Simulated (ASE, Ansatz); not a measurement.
## Electronic structure of generalised stacking fault on (111) (shuffle set) of a GaAs-GaSb solid solution (48 atoms)

What does DFT give for generalised stacking fault on (111) (shuffle set) of a GaAs-GaSb solid solution (48 atoms) as built?

Program: Ansatz 0.2.0. Level of theory: Kohn-Sham DFT, PBE, PAW (set soft_2), plane waves. Values are calculated unless marked as measured.

**1. The structure**

The cell holds 48 atoms: 24 Ga, 10 Sb and 14 As. Its edges and angles: a = 8.267 Å, b = 7.159 Å, c = 20.485 Å, α = 90.0°, β = 81.3°, γ = 90.0°. It derives from GaAs and GaSb. Zinc-blende GaAs (a = 5.8453 Å), cell with z along [111], 2 x 1 x 2 periods; the third cell vector is tilted by 0.750 of 1/2[1-10] and lengthened by 0 Å, so the cell holds one fault (shuffle set); displaced by a Gaussian of 0.01 Å; 10 of 24 As sites given to Sb at random (lattice constant by Vegard's rule between GaAs and GaSb).

Limits known from the start: The host structure and its lattice constant were typed by rule, without a check against the phase diagram. Spin–orbit coupling is left out, which matters for the levels of the heavy elements.

**2. Plane-wave single point**

The electrons are solved once, with the atoms held.

Contents of input.yaml:

```yaml
crystal:
  lattice:
    - [8.2665, 0.0, 0.0]
    - [0.0, 7.159, 0.0]
    - [3.09994, 0.0, 20.24871]
  atoms:
    - { symbol: Ga, position: [0.4001, 0.49949, 0.93768] }
    - { symbol: Sb, position: [0.72582, 0.4992, 0.06321] }
    - { symbol: Ga, position: [0.71094, 0.83, 0.10396] }
    - { symbol: As, position: [0.66267, 0.83388, 0.2295] }
    - { symbol: Ga, position: [0.89936, 0.49954, 0.93758] }
    - { symbol: As, position: [0.22757, 0.4992, 0.06177] }
    - { symbol: Ga, position: [0.2111, 0.82928, 0.10454] }
    - { symbol: As, position: [0.16417, 0.834, 0.22878] }
    - { symbol: Ga, position: [0.148, 0.99956, 0.93837] }
    - { symbol: As, position: [0.47697, 0.99925, 0.06255] }
    - { symbol: Ga, position: [0.4622, 0.33332, 0.10376] }
    - { symbol: As, position: [0.41494, 0.3356, 0.22934] }
    - { symbol: Ga, position: [0.39725, 0.66593, 0.2709] }
    - { symbol: As, position: [0.35117, 0.66478, 0.39516] }
    - { symbol: Ga, position: [0.65038, 0.16793, 0.27045] }
    - { symbol: Sb, position: [0.60276, 0.16633, 0.39564] }
    - { symbol: Ga, position: [0.58365, 0.49978, 0.43723] }
    - { symbol: Sb, position: [0.54043, 0.49925, 0.56253] }
    - { symbol: Ga, position: [0.52678, 0.83457, 0.6035] }
    - { symbol: Sb, position: [0.47612, 0.83417, 0.7283] }
    - { symbol: Ga, position: [0.65036, 0.99944, 0.93813] }
    - { symbol: Sb, position: [0.97647, 0.00078, 0.06254] }
    - { symbol: Ga, position: [0.95936, 0.33452, 0.10452] }
    - { symbol: As, position: [0.91403, 0.33382, 0.22945] }
    - { symbol: Ga, position: [0.9004, 0.6683, 0.26992] }
    - { symbol: Sb, position: [0.85139, 0.66748, 0.3962] }
    - { symbol: Ga, position: [0.14545, 0.16454, 0.27121] }
    - { symbol: As, position: [0.10357, 0.16734, 0.3957] }
    - { symbol: Ga, position: [0.08626, 0.5001, 0.43672] }
    - { symbol: As, position: [0.03959, 0.50078, 0.56304] }
    - { symbol: Ga, position: [0.02446, 0.8358, 0.60407] }
    - { symbol: As, position: [0.97679, 0.83168, 0.72965] }
    - { symbol: Ga, position: [0.33656, 0.99942, 0.43695] }
    - { symbol: As, position: [0.2885, 0.00019, 0.56227] }
    - { symbol: Ga, position: [0.27325, 0.33277, 0.604] }
    - { symbol: As, position: [0.2268, 0.33311, 0.72967] }
    - { symbol: Ga, position: [0.20909, 0.66692, 0.77153] }
    - { symbol: Sb, position: [0.16438, 0.66746, 0.89552] }
    - { symbol: Ga, position: [0.46188, 0.16802, 0.77052] }
    - { symbol: Sb, position: [0.41315, 0.16664, 0.89623] }
    - { symbol: Ga, position: [0.83517, 0.99782, 0.43705] }
    - { symbol: Sb, position: [0.78837, 0.0022, 0.56253] }
    - { symbol: Ga, position: [0.77553, 0.33333, 0.60397] }
    - { symbol: As, position: [0.72554, 0.33141, 0.72925] }
    - { symbol: Ga, position: [0.71292, 0.66722, 0.77169] }
    - { symbol: As, position: [0.66163, 0.66543, 0.89609] }
    - { symbol: Ga, position: [0.96066, 0.16662, 0.77061] }
    - { symbol: Sb, position: [0.91586, 0.16416, 0.8957] }
kpoints:
  mp_grid: { grid: [2, 2, 1] }
hamiltonian:
  xc: pbe
scf:
  occupations: { method: fermi_dirac, width: 0.05 }
output:
  forces: true
  stress: true
  populations: true
  dos:
    method: { smearing: { sigma: 0.1 } }
    de: 0.1
    projected: { site_lists: { As: [As], Ga: [Ga], Sb: [Sb] } }
  eigenvalues: true
  write_density: true
  write_potential: true
  volumetric_format: npy
```

Launch:

```sh
$ ansatz run input.yaml --threads 8 --pin off --max-ram 15872MiB --backend cpu --events-out ev --progress --plain --runs-dir out
```

Standard output:

```text
Engine: ansatz 0.2.0, aarch64-unknown-linux-gnu
Pseudopotentials: kind: paw
Pseudopotential: Ga, paw, valence charge 13, recommended cutoff 420 eV (normal), Ga.paw.azcp
Pseudopotential: Sb, paw, valence charge 15, recommended cutoff 420 eV (normal), Sb.paw.azcp
Pseudopotential: As, paw, valence charge 15, recommended cutoff 420 eV (normal), As.paw.azcp
[... 5 lines on functional and potentials left out ...]
Crystal: 48 atoms, lattice volume = 1198.316 Å³
Basis set: ecut = 420 eV, 23391 PW (Γ), exchange–correlation on 120×96×288 points (8 copies of the dense FFT grid, shifted against one another)
Bands: 404, of which v1, the nominal top of the filled ones, is band 336 counted from 1 (335 counted from 0)
Symmetry: 1 space group operations
Space group: P1 (ITA 1), of the structure as read, at distance tolerance 1.1e-4 Å
k-points: 4
[... 7 lines on functional and potentials left out ...]
Initial density: superposition of atomic densities (neutral atoms: chi_scale 0, normalization atom), corrected by the library's trained network
Initial wavefunctions: pseudopotential atomic-orbital guess
Functional: x = pbe(κ = 0.804, μ = 0.219515), c = pbe(β = 0.066725)
SCF iter   1: F=—  HF=-223630.510378 eV  |F-HF|=—  |Δ(HF+E_count)|=         —  Δρ=1.72e-3  dr2=6.17e-2  ethr=1.77e-3  ⟨swp⟩=6.0  Hψ=5870  notcnv=0  defer=25
preconditioner: auto → LDOS  [metal: Δε(μ)=0.081 eV  Ē_g=14.112 eV  σ=0.050 eV  W_gap=0.38  n_scr=310 (ndim 8)  ℏωp=22.3 eV  f_vac=0.083  D(μ)=4.43/eV (n_scr^D=8)  β→1.0]
SCF iter   2: F=—  HF=-223630.483935 eV  |F-HF|=—  |Δ(HF+E_count)|=   2.64e-2  Δρ=1.44e-3  dr2=5.20e-2  ethr=9.18e-6  ⟨swp⟩=2.0  Hψ=2983  notcnv=0  defer=213
SCF iter   3: F=—  HF=-223630.469913 eV  |F-HF|=—  |Δ(HF+E_count)|=   1.40e-2  Δρ=4.85e-4  dr2=8.18e-3  ethr=7.74e-6  ⟨swp⟩=2.0  Hψ=2516  notcnv=0  defer=213
SCF iter   4: F=—  HF=-223630.466925 eV  |F-HF|=—  |Δ(HF+E_count)|=   2.99e-3  Δρ=8.02e-5  dr2=1.57e-4  ethr=1.22e-6  ⟨swp⟩=2.0  Hψ=2408  notcnv=0  defer=213
SCF iter   5: F=—  HF=-223630.466878 eV  |F-HF|=—  |Δ(HF+E_count)|=   4.72e-5  Δρ=3.67e-5  dr2=3.54e-5  ethr=2.34e-8  ⟨swp⟩=2.0  Hψ=2669  notcnv=0  defer=213
SCF iter   6: F=—  HF=-223630.467017 eV  |F-HF|=—  |Δ(HF+E_count)|=   1.40e-4  Δρ=8.97e-6  dr2=1.68e-6  ethr=5.26e-9  ⟨swp⟩=2.0  Hψ=2631  notcnv=0  defer=170
SCF iter   7: F=—  HF=-223630.467017 eV  |F-HF|=—  |Δ(HF+E_count)|=   1.72e-7  Δρ=2.61e-6  dr2=1.35e-7  ethr=2.50e-10  ⟨swp⟩=2.0  Hψ=2469  notcnv=0  defer=170
SCF iter   8: F=-223630.467017 eV  HF=-223630.467017 eV  |F-HF|=8.73e-10  |Δ(HF+E_count)|=   4.69e-8  Δρ=8.43e-7  dr2=1.48e-8  ethr=1.49e-11  ⟨swp⟩=14.2  Hψ=12521  notcnv=0
SCF 1 converged in 8 iterations: F = -223630.467017 eV  dr2 = 1.48e-8
  greatest PAW one-centre occupation: 0.999 electrons in one spin orbital (limit 2), on the As atom at site 45 (counted from 0), in its partial waves of l = 2
SCF converged after 8 iterations
Free energy (F): -223630.467017 eV
Harris-Foulkes:  -223630.467017 eV  (|F-HF|=8.73e-10)
Internal energy: -223630.433191 eV  (E = F + TS)
E sigma→0 (E₀):  -223630.450104 eV
Entropy (-TS):   -0.033826 eV (-0.705 meV/atom)
Fermi energy:    8.205433 eV
--- Per-component energies (eV) ---
  E_band       = -6966.518240
  E_kinetic    = 6305.883876
  E_local      = -93902.566996  (includes V_loc(G=0)·N_el)
  E_nonlocal   = 4433.476518
  E_hartree    = 45622.838289
  E_xc         = -4152.566961
  E_vxc        = -3465.479331  (∫ρ·V_xc dr)
  E_paw        = -119188.044061  (= ΣΔE_a)
  E_vpaw       = -11583.499915  (= ΣTr[D̂ρ^β])
  E_aug_tail   = -0.002627  (compensation charges beyond the density's cutoff)
  E_ewald      = -62749.451229
  E_smearing   = -0.033826  (= −TS)
  E_closure    = 0.000000  (closes the sum)
  Σ components = -223630.467017   (vs F -223630.467017, Δ=0.00e0)
--- Forces (eV/Å), atoms counted from 1 ---
  atom   1  Ga     0.13334955     0.49637706     0.96366495
  atom   2  Sb     0.63016000     0.12430220    -1.22584040
  atom   3  Ga    -1.15771286     0.72472936     0.96144334
  atom   4  As     0.17751776     0.05771555    -0.09793803
  atom   5  Ga    -1.45851640     0.40010625     0.58078712
  atom   6  As     0.80960063     0.04881469    -0.24520020
  atom   7  Ga     0.77318007    -0.56122076     0.39458722
  atom   8  As     0.21118698    -0.04782633     0.06125319
  atom   9  Ga    -0.26196254    -0.10854215     0.89758987
  atom  10  As     0.77493035     0.03347358    -0.30859392
  atom  11  Ga    -1.33739958    -0.81070358     0.63130831
  atom  12  As    -0.03281708    -0.19260150    -0.05259466
  atom  13  Ga    -0.01571810     0.03247992    -0.05836114
  atom  14  As    -0.03586924     0.14214695     0.13224752
[...]
atom  47  Ga    -0.08479153    -0.05557934    -1.22954213
  atom  48  Sb    -0.17721315     0.26993283    -0.08798546
  max |Σ_I F_I| component: 2.38e-5 eV/Å
--- Stress (GPa, compression-positive) ---
        3.989930      -0.050996       1.321187
       -0.050996       3.581150      -0.166622
        1.321187      -0.166622       2.958718
  P = ⅓ Tr σ = 3.5099 GPa (35.099 kbar)
--- Band table (eV) ---
  k-point 0: bands = ["-27.3453", "-27.3437", "-27.3252", "-27.3179", [... 388 levels ...], "12.6157", "12.9455", "13.0542", "13.0964", "13.1739", "13.1893", "13.2273", "13.2667", "13.2895", "13.3826", "13.4187", "13.5453"]
[...]
--- Löwdin populations: 48 sites ---
  site symbol       q [e]
     0     Ga     13.1240
     1     Sb     14.6364
     2     Ga     13.1357
[...]
47     Sb     14.5945
  spilling = 0.001521 (of n_electrons = 672.000000)
```

The job ended after 64 s (8 threads of Arm Neoverse V1, shared host; peak memory 8 GiB; 8.1 min of CPU time).

The run gave:

| Item | Value |
| --- | --- |
| free energy | -223630.4670 eV |
| free energy per atom | -4658.9681 eV/atom |
| SCF cycles | 8 |
| pressure | 3.51 GPa |
| r.m.s. force component | 0.551 eV/Å |
| longest force | 1.75 eV/Å |
| Fermi energy | 8.205 eV |
| levels partly filled by over 2 per cent | 2 |
| spilling of the projection | 0.001521 |

Length of the force by element and coordination:

```tsv
element	coordination	atoms	mean length of the force (eV/Å)	spread	least	most
As	all	14	0.293	0.233	0.0598	0.847
Ga	all	24	1.20	0.394	0.0686	1.75
Sb	all	10	0.458	0.393	0.165	1.38
```

Löwdin charges by element and coordination (they lack the spilled electrons, 0.021 e an atom on average):

```tsv
element	coordination	atoms	mean charge (e)	spread	least	most
As	all	14	-0.0287	0.0129	-0.0611	-0.0132
Ga	all	24	-0.103	0.091	-0.301	0.0534
Sb	all	10	0.389	0.0205	0.345	0.418
```

Charge against the make-up of the first shell:

```tsv
As neighbours of Ga	atoms	mean charge (e)
0	1	-0.301
1	4	-0.227
2	7	-0.137
3	10	-0.04
4	2	0.053
```

States in the cell by windows of 1 eV, zero at the Fermi level; the larger projections on atomic orbitals stand beside the total:

```tsv
from (eV)	to (eV)	total	Ga p	As p	Sb p	Ga s	Sb s	As s
-14	-13	0.0	0.0	0.0	0.0	0.0	0.0	0.0
-13	-12	1.7	0.1	0.0	0.0	0.6	0.3	0.7
-12	-11	14.0	2.5	0.3	0.3	2.9	1.6	6.2
-11	-10	23.3	5.1	0.3	0.3	2.7	4.3	10.0
-10	-9	9.0	2.3	0.1	0.1	0.7	4.5	1.0
-9	-8	0.0	0.0	0.0	0.0	0.0	0.0	0.0
-8	-7	2.1	0.1	0.3	0.6	1.0	0.0	0.0
-7	-6	24.9	1.9	5.3	4.8	11.4	0.5	0.8
-6	-5	11.3	1.2	2.7	1.9	4.0	0.7	0.7
-5	-4	6.6	1.1	1.5	1.3	1.7	0.5	0.4
-4	-3	28.1	9.8	9.2	6.3	1.6	0.4	0.5
-3	-2	33.2	11.4	13.1	7.3	0.8	0.2	0.2
-2	-1	30.0	9.0	12.6	7.4	0.5	0.1	0.1
-1	0	7.8	1.7	3.5	2.1	0.2	0.0	0.1
0	1	5.0	1.4	0.7	0.6	1.4	0.3	0.6
1	2	23.5	7.4	3.8	2.9	5.1	1.0	1.5
2	3	26.1	7.9	4.9	3.3	5.0	1.1	1.4
3	4	27.9	14.9	4.0	2.4	1.6	0.9	0.7
4	5	35.2	16.2	5.5	3.8	2.0	0.7	0.6
```

Between -26 and -14 eV lie 240 more states.

The levels nearest the highest filled one (over half full), pooled over k-points and spins:

```tsv
level less the highest filled one (eV)	occupation
-0.467	2
-0.465	2
-0.374	2
-0.253	1.99
-0.171	1.97
0	1.39
0.0795	0.637
0.347	0.004
0.563	0
0.588	0
0.652	0
0.729	0
```

Electrostatic potential energy in the ca plane at fractional y = 0.000, with atoms of Ga and As and Sb within 0.2 Å of it. With pseudopotentials it is smooth inside the atoms' cores, unlike the true potential.

Ten even steps from '0' (-15 eV) to '9' (12 eV), each cell a mean:
```
99999999998767899988888899988777889987778898
99999999985202588754578999998888899986678999
99999999973000167300037899999988999987678999
99999999973000045100004899999999999998778899
99999999985100155100002799999999999998766789
88889999987522477300003799999999999998521258
87788999888777888620025899999999999997300016
87778999877788999875568899999999999997200005
88888999876789999998888899999999999998500005
99989999877789999999888899988888999998742147
99999999988888999999888899877677899998877788
99999999987667899998888899876667889987778899
99999999985101589866788999987777889987678999
99999999973000167523358999998888899987778999
99999999973000057369736999999999999998778899
99999999985100157379944899999999999998766789
88889999998522478538735899999999999998521258
87788999998877899843347999999999999997300016
87778899988899999987778999999999999997200005
88888999988899999999888999999999999998500005
99889999988899999999888899998888999998741137
99999999998889999999887899988878899988877778
```
Columns run along c (16.0 Å, from fractional 0.22 to 1.00 of the cell; values clipped at the 3rd and 97th percentile), rows up along a (8.3 Å). Atoms in or near the plane, at fractional coordinates: Ga at (0.94, 0.15), Ga at (0.94, 0.65), Ga at (0.44, 0.34), As at (0.56, 0.29), Ga at (0.44, 0.84), Sb at (0.56, 0.79).

Valence density in the ca plane at fractional y = 0.000, with atoms of Ga and As and Sb within 0.2 Å of it. It is the smooth field of the valence electrons, not physical close to the nuclei.

Ten steps, logarithmic in the rise over the least value, from '0' (0 e/Å³) to '9' (30 e/Å³), each cell a mean:
```
13688521000000000000001111000001111000001111
12466420000000000000001233111111111000000111
01233210000000000000001588411234421000000010
00111110000000000000001599621257752100000000
00001100000000000000001367421258863100000000
00000000000011100000001122211236752100000000
00000000000011110000001111100123332100000000
00011100000011111000011110000011111000000000
11121110000011111000011110000000111000000000
12344210000000000000011110000000000000001111
13687410000000000000001110000000000000001111
13699520000000000000001111000000110000001121
01466410000000000000001233110111111000001111
01123210000000000000001588411124421000000011
00011100000000000000001599621258852100000000
00000000000000000000001367421259962100000000
00000000000011100000001122211136752100000000
00000000000011110000001111000113321000000000
10111100000011111000001110000001111000000000
11122110000011111000001100000000010000000000
12344210000000000000001100000000000000000110
13687420000000000000001110000000000000001111
```
Columns run along c (16.0 Å, from fractional 0.00 to 0.78 of the cell), rows up along a (8.3 Å). Atoms in or near the plane, at fractional coordinates: As at (0.06, 0.48), Sb at (0.06, 0.98), Ga at (0.44, 0.34), As at (0.56, 0.29), Ga at (0.44, 0.84), Sb at (0.56, 0.79).

Mean Löwdin charges: As -0.03, Ga -0.10, Sb +0.39 e. Charges this small depend on the projection, at times even in sign. The charge on Ga changes by +0.092 e for each As neighbour that takes the place of another kind, on average. Just under the Fermi level the largest share is As p (44 % of the projected weight), just over it Ga s (31 % of the projected weight).

**3. Structure statistics**

These statistics describe the geometry on which the runs were made.

Density 5.46 g/cm³, 24.96 Å³ an atom.

g(r), total and by pair (bins of 0.2 Å):

```tsv
r (Å)	total	Ga-Ga	Ga-As	Ga-Sb	As-As	As-Sb	Sb-Sb
2.50	5.95	0.00	12.00	11.80	0.00	0.00	0.00
2.70	0.22	0.00	0.38	0.53	0.00	0.00	0.00
2.90	0.00	0.00	0.00	0.00	0.00	0.00	0.00
3.10	0.00	0.00	0.00	0.00	0.00	0.00	0.00
3.30	0.00	0.00	0.00	0.00	0.00	0.00	0.00
3.50	0.00	0.00	0.00	0.00	0.00	0.00	0.00
3.70	0.24	0.48	0.00	0.00	0.00	0.73	0.69
3.90	0.10	0.00	0.18	0.25	0.00	0.00	0.00
4.10	6.40	12.80	0.00	0.00	13.45	13.00	11.20
4.30	0.18	0.37	0.00	0.00	0.27	0.19	1.04
4.50	0.25	0.00	0.35	0.69	0.00	0.00	0.00
4.70	0.15	0.29	0.00	0.00	0.22	0.15	0.84
4.90	4.51	0.00	9.31	8.59	0.00	0.00	0.00
5.10	0.12	0.25	0.00	0.00	0.00	0.38	0.36
5.30	0.17	0.00	0.25	0.48	0.00	0.00	0.00
5.50	0.00	0.00	0.00	0.00	0.00	0.00	0.00
5.70	0.10	0.00	0.13	0.30	0.00	0.00	0.00
5.90	1.55	3.10	0.00	0.00	3.13	3.39	2.21
6.10	0.09	0.00	0.23	0.11	0.00	0.00	0.00
6.30	2.64	0.17	5.10	5.15	0.12	0.09	0.48
6.50	0.16	0.08	0.27	0.24	0.00	0.08	0.00
6.70	0.30	0.23	0.34	0.39	0.00	0.39	0.43
6.90	0.21	0.41	0.00	0.00	0.20	0.64	0.20
7.10	4.01	7.75	0.23	0.32	8.35	7.45	7.40
7.30	0.15	0.25	0.03	0.07	0.19	0.39	0.00
7.50	1.59	0.35	2.90	2.77	0.34	0.30	0.51
7.70	1.06	0.19	2.02	1.80	0.16	0.28	0.00
7.90	0.15	0.14	0.16	0.16	0.08	0.11	0.31
```

Bonds by pair of elements; cutoffs follow the first minimum of g(r), held within bounds set by covalent radii, and pairs that aren't listed don't count as bonded (cutoffs were set anew for this text, so counts can differ from the run's own analysis):

```tsv
pair A-B	cutoff (Å)	bonds	mean length (Å)	spread (Å)	shortest (Å)	B about A	A about B
Ga-As	3.08	56	2.54	0.039	2.50	2.33	4
Ga-Sb	3.12	40	2.54	0.046	2.50	1.67	4
```

How many atoms have how many bonded neighbours:

```tsv
element	mean	4
As	4	14
Ga	4	24
Sb	4	10
```

Bond angles, per cent of each kind in bins of 5°:

```tsv
angle (°)	Ga-As-Ga	As-Ga-Sb	Ga-Sb-Ga	As-Ga-As	Sb-Ga-Sb
85–90	2.4	4.3	3.3	0.0	0.0
90–95	0.0	0.0	0.0	0.0	4.0
95–100	0.0	0.0	0.0	0.0	0.0
100–105	0.0	0.0	0.0	0.0	0.0
105–110	77.4	88.6	76.7	75.5	72.0
110–115	17.9	5.7	16.7	22.4	16.0
115–120	0.0	0.0	0.0	0.0	0.0
120–125	0.0	0.0	0.0	0.0	0.0
125–130	2.4	1.4	3.3	2.0	8.0
```

Bond angles (no mean is given where the spread exceeds 20°):

```tsv
angle	count	mean (°)	spread (°)
Ga-As-Ga	84	109	4.3
As-Ga-Sb	70	109	4.7
Ga-Sb-Ga	60	109	4.9
As-Ga-As	49	110	2.7
Sb-Ga-Sb	25	110	6.6
```

Rings of the network by King's shortest-path rule, up to 12 atoms, one path for each pair of neighbours; H, halogens, alkali and alkaline-earth atoms are left out:

```tsv
ring size (atoms)	rings	per network atom
6	94	1.96
```

By these cutoffs all As atoms have 4, all Ga atoms have 4 and all Sb atoms have 4 bonded neighbours. The Ga-As-Ga angle averages 109° with a spread of 4°. All rings counted have 6 atoms.

A closer look about Ga21, which bears the longest force: 10 atoms, nearest first, numbered in the order of the input, with positions taken from that point.

```tsv
atom	x	y	z	distance (Å)	bonds	Löwdin charge (e)	Fx	Fy	Fz (eV/Å)
Ga21	0.00	0.00	0.00	0.00	4	-0.13	-0.85	-1.18	0.97
Sb48	2.06	1.18	-0.86	2.53	4	0.41	-0.18	0.27	-0.09
As46	-0.04	-2.39	-0.85	2.54	4	-0.01	0.24	0.16	0.08
Sb40	-2.09	1.20	-0.85	2.55	4	0.41	0.20	-0.01	0.09
As10	-1.05	0.00	2.52	2.73	4	-0.06	0.77	0.03	-0.31
Ga3	1.01	-1.21	3.36	3.71	4	-0.14	-1.16	0.72	0.96
Sb22	3.08	0.01	2.52	3.98	4	0.35	0.73	-0.01	-0.75
Ga9	4.11	0.00	0.00	4.11	4	-0.30	-0.26	-0.11	0.90
Ga45	0.00	-2.38	-3.37	4.12	4	-0.05	0.60	-0.57	0.14
Ga5	2.06	-3.58	-0.01	4.13	4	-0.20	-1.46	0.40	0.58
```

**4. Outcome**

| Quantity | Value |
| --- | --- |
| free energy per atom | -4658.9681 eV/atom |
| density | 5.46 g/cm³ |
| pressure | 3.51 GPa |
| r.m.s. force component | 0.551 eV/Å |
| wall time of the 1 DFT run | 64 s |

What this shows: Counting bands leaves a spacing of only 0.080 eV (on the run's k-points), which the smearing bridges: 2 levels are partly filled by over 2 %, so a gap, if any, is small at this level. By these cutoffs all As atoms have 4, all Ga atoms have 4 and all Sb atoms have 4 bonded neighbours.

**Limits.** The geometry was built by rule, was displaced at random and isn't relaxed at this level: its force components are 0.55 eV/Å r.m.s. The pressure of 3.5 GPa belongs to unrelaxed atoms and would change as they relax.

[Long decimals in the printed logs are rounded to 6 places.]

[Logs are printed without paths, hosts, clocks, repeated set-up lines and the standing remarks that a program may print on its own settings, such as how far it seeks lower states.]

[Hosts, paths, dates, database ids (printed as entryN), source tags and the programs' standing remarks are cut or masked in the printed files.]
